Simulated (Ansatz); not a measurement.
# Changed inputs in constrained RPA: CaOsO3 (cubic perovskite) (Pm-3m), part 2 of 2

Wanted: the sensitivity and cost of U and J for CaOsO3 (cubic perovskite) (Pm-3m).

Ansatz 0.2.0; constrained RPA on LDA, plane waves, PAW.

So far. Step 4 (Changed: 2×2×2 mesh): On the Os t2g shell, screening brings the on-site interaction from 11.9 eV down to U = 2.99 eV.

The structure was built from a prototype and need not be the compound's stable phase.

## (5) Changed: sums over states

input.yaml reads:

```yaml
crystal:
  lattice:
    - [0.0, -3.85406673, 0.0]
    - [0.0, 0.0, 3.85406673]
    - [-3.85406673, 0.0, 0.0]
  atoms:
    - { symbol: Ca, position: [0.0, 0.0, 0.0] }
    - { symbol: Os, position: [0.5, 0.5, 0.5] }
    - { symbol: O, position: [0.5, 0.5, 0.0] }
    - { symbol: O, position: [0.5, 0.0, 0.5] }
    - { symbol: O, position: [0.0, 0.5, 0.5] }
kpoints:
  mp_grid: { grid: [6, 6, 6] }
hamiltonian:
  xc: lda
scf:
  occupations: { method: gaussian, width: 0.08 }
  n_extra_bands: 19
  max_iter: 150
  lower_state_search: "off"
output:
  crpa:
    kmesh: [4, 4, 4]
    target_bands: [v2, c1]
    projections: [{ species: Os, l: d, shell: 5, orbitals: [dxz, dyz, dxy] }]
    accuracy: sum_over_states
    n_empty_bands: 22
    ecut_chi: 136
```

Command:

```sh
ansatz run input.yaml --threads 4 --pin off --max-ram 9216MiB --backend cpu --events-out ev --progress --plain --runs-dir out
```

Numbers of over 12 decimals in the logs are rounded to 6 here.

What it wrote:

```text
[...]
Crystal: 5 atoms, lattice volume = 57.248 Å³
Basis set: ecut = 420 eV, 1141 PW (Γ)
Bands: 41, of which v1, the nominal top of the filled ones, is band 22 counted from 1 (21 counted from 0)
Symmetry: 48 space group operations
[...]
k-points: 20 of 216
[...]
χ-basis size per q: N_G = 196..216
[...]
U and J over all bands: no bound (output.crpa.accuracy: sum_over_states); those below are of the sums over the bands read on the sphere of ecut_chi, with what the atoms add
[...]
Site 1, 5D, 3 of 5 d orbitals (Wannier functions 1, 2, 3; wannier90's mr 2, 3, 5):
      screened: U = 2.8187 eV, U' = 2.1777 eV, J = 0.2733 eV
      bare: V = 10.8658 eV, V' = 9.9769 eV, J = 0.3538 eV
[...]
[key lines of the parts left out:]
SCF converged after 7 iterations
Free energy (F): -14557.863256 eV
Fermi energy:    14.131539 eV
```

Wall time 3.4 s (4 threads of Intel Xeon Platinum 8559C (Emerald Rapids), shared host); peak memory 0.53 GiB.

This variant gives U = 2.82 eV against 2.67 eV. It is a finite sum over empty states with no bound on its error and stays out of the table below.

## (6) Changed: accuracy high

Edit input.yaml of step 5 so:

```diff
@@ -25,4 +25,2 @@
     projections: [{ species: Os, l: d, shell: 5, orbitals: [dxz, dyz, dxy] }]
-    accuracy: sum_over_states
-    n_empty_bands: 22
-    ecut_chi: 136
+    accuracy: high
```

What it wrote:

```text
[...]
Crystal: 5 atoms, lattice volume = 57.248 Å³
Basis set: ecut = 420 eV, 1141 PW (Γ)
Bands: 41, of which v1, the nominal top of the filled ones, is band 22 counted from 1 (21 counted from 0)
Symmetry: 48 space group operations
[...]
k-points: 20 of 216
[...]
k-point 19: bands = [... 18 lower, 10.8640, 10.8640, 15.1582, 15.1582, 15.1582, 16.8639, 16.8639, 16.8639, ... 15 higher]
[...]
χ-basis size per q: N_G = 196..216
[...]
Site 1, 5D, 3 of 5 d orbitals (Wannier functions 1, 2, 3; wannier90's mr 2, 3, 5):
      screened: U = 2.6711 eV, U' = 2.1019 eV, J = 0.2502 eV
      screened, to within: U = 3.8e-4 eV, U' = 3.8e-4 eV, J = 4.1e-5 eV
      bare: V = 10.8658 eV, V' = 9.9769 eV, J = 0.3538 eV
[...]
[key lines of the parts left out:]
SCF converged after 7 iterations
Free energy (F): -14557.863256 eV
Fermi energy:    14.131539 eV
```

Wall time 25 s (4 threads); peak memory 0.69 GiB; 87 s of CPU time.

Numbers from this step:

| Item | Value |
| --- | --- |
| U | 2.671 eV |
| U prime (inter-orbital) | 2.102 eV |
| J | 0.2502 eV |
| bare V | 10.87 eV |
| bare J | 0.3538 eV |
| stated bound on U | 3.74e-4 eV |
| U over bare V | 0.2458 |
| electrons in the window | 4.000 |
| head of the constrained inverse dielectric matrix | 0.1651 |
| least eigenvalue of the projection's overlap | 0.5822 |
| target functions | 3 |
| bands in the sums | 46 |
| width of the target bands | 4.417 eV |
| weight of the projected orbitals in the window | 0.6610 |

On the Os t2g shell, screening brings the on-site interaction from 10.9 eV down to U = 2.67 eV.

## (7) Changed: potentials

This step: constrained RPA on LDA, plane waves, norm-conserving pseudopotentials.

Edit input.yaml of step 6 so:

```diff
@@ -15,2 +15,3 @@
   xc: lda
+  pseudopotentials: { kind: nc }
 scf:
@@ -25,2 +26 @@
     projections: [{ species: Os, l: d, shell: 5, orbitals: [dxz, dyz, dxy] }]
-    accuracy: high
```

What it wrote:

```text
[...]
Crystal: 5 atoms, lattice volume = 57.248 Å³
Basis set: ecut = 1142.878222 eV, 4945 PW (Γ)
Bands: 41, of which v1, the nominal top of the filled ones, is band 22 counted from 1 (21 counted from 0)
Symmetry: 48 space group operations
[...]
k-points: 20 of 216
[...]
k-point 19: bands = [... 18 lower, 10.9587, 10.9587, 15.2601, 15.2601, 15.2601, 16.9715, 16.9715, 16.9715, ... 15 higher]
[...]
χ-basis size per q: N_G = 196..216
[...]
Site 1, 5D, 3 of 5 d orbitals (Wannier functions 1, 2, 3; wannier90's mr 2, 3, 5):
      screened: U = 2.6848 eV, U' = 2.1157 eV, J = 0.2502 eV
      screened, to within: U = 3.5e-3 eV, U' = 3.5e-3 eV, J = 4.8e-4 eV
      bare: V = 10.8846 eV, V' = 9.9943 eV, J = 0.3548 eV
[...]
[key lines of the parts left out:]
SCF converged after 9 iterations
Free energy (F): -5157.934694 eV
Fermi energy:    14.231289 eV
```

The job ended after 47 s (4 threads; peak memory 1.1 GiB; 2.9 min of CPU time).

Numbers from this step:

```
U                                                 : 2.685 eV
U prime (inter-orbital)                           : 2.116 eV
J                                                 : 0.2502 eV
bare V                                            : 10.88 eV
bare J                                            : 0.3548 eV
stated bound on U                                 : 0.003495 eV
U over bare V                                     : 0.2467
electrons in the window                           : 4.000
head of the constrained inverse dielectric matrix : 0.1666
least eigenvalue of the projection's overlap      : 0.5818
target functions                                  : 3
bands in the sums                                 : 46
width of the target bands                         : 4.416 eV
weight of the projected orbitals in the window    : 0.6611
```

On the Os t2g shell, screening brings the on-site interaction from 10.9 eV down to U = 2.68 eV.

## (8) Side by side

Times are wall times on 4 threads of Intel Xeon Platinum 8559C (Emerald Rapids), shared host, good to a factor of about two.

```tsv
run	bare V (eV)	U (eV)	J (eV)	bound on U (eV)	width (eV)	time
target window	10.87	2.670	0.250	0.0032	4.42	13 s
6×6×6 mesh	10.72	2.640	0.246	0.0032	4.42	73 s
2×2×2 mesh	11.95	2.985	0.284	0.0039	4.42	3.4 s
accuracy high	10.87	2.671	0.250	0.0004	4.42	25 s
potentials	10.88	2.685	0.250	0.0035	4.42	47 s
```

## (9) What came out

| Property | Result |
| --- | --- |
| target window | U 2.67 eV, J 0.25 eV |
| 6×6×6 mesh | U 2.64 eV, J 0.25 eV |
| 2×2×2 mesh | U 2.99 eV, J 0.28 eV |
| accuracy high | U 2.67 eV, J 0.25 eV |
| potentials | U 2.68 eV, J 0.25 eV |

What this shows: 6×6×6 mesh moves U by −0.03 eV at 5.4 times the time. 2×2×2 mesh moves U by +0.31 eV at 0.25 times the time. Accuracy high moves U by +0.001 eV (within the solver's bounds, for the mean over orbitals). Potentials moves U by +0.01 eV at 3.5 times the time. The printed bound covers the solver alone, not the mesh. The parent state is non-magnetic and the interaction static (zero frequency); U depends on the window and the orbitals, so it belongs to this model alone. Spin-orbit coupling, which is strong for atoms this heavy, is left out.

[Paths, hosts, dates, memory and timing lines, banners, echoed tables and standing remarks are left out of the program output.]

[Logs are printed without paths, hosts, clocks, repeated set-up lines and the standing remarks that a program may print on its own settings, such as how far it seeks lower states.]

[Runs of the session that timed out or met a known fault of the program may be left out.]

[Hosts, paths, dates, database ids (printed as entryN), source tags and the programs' standing remarks are cut or masked in the printed files.]
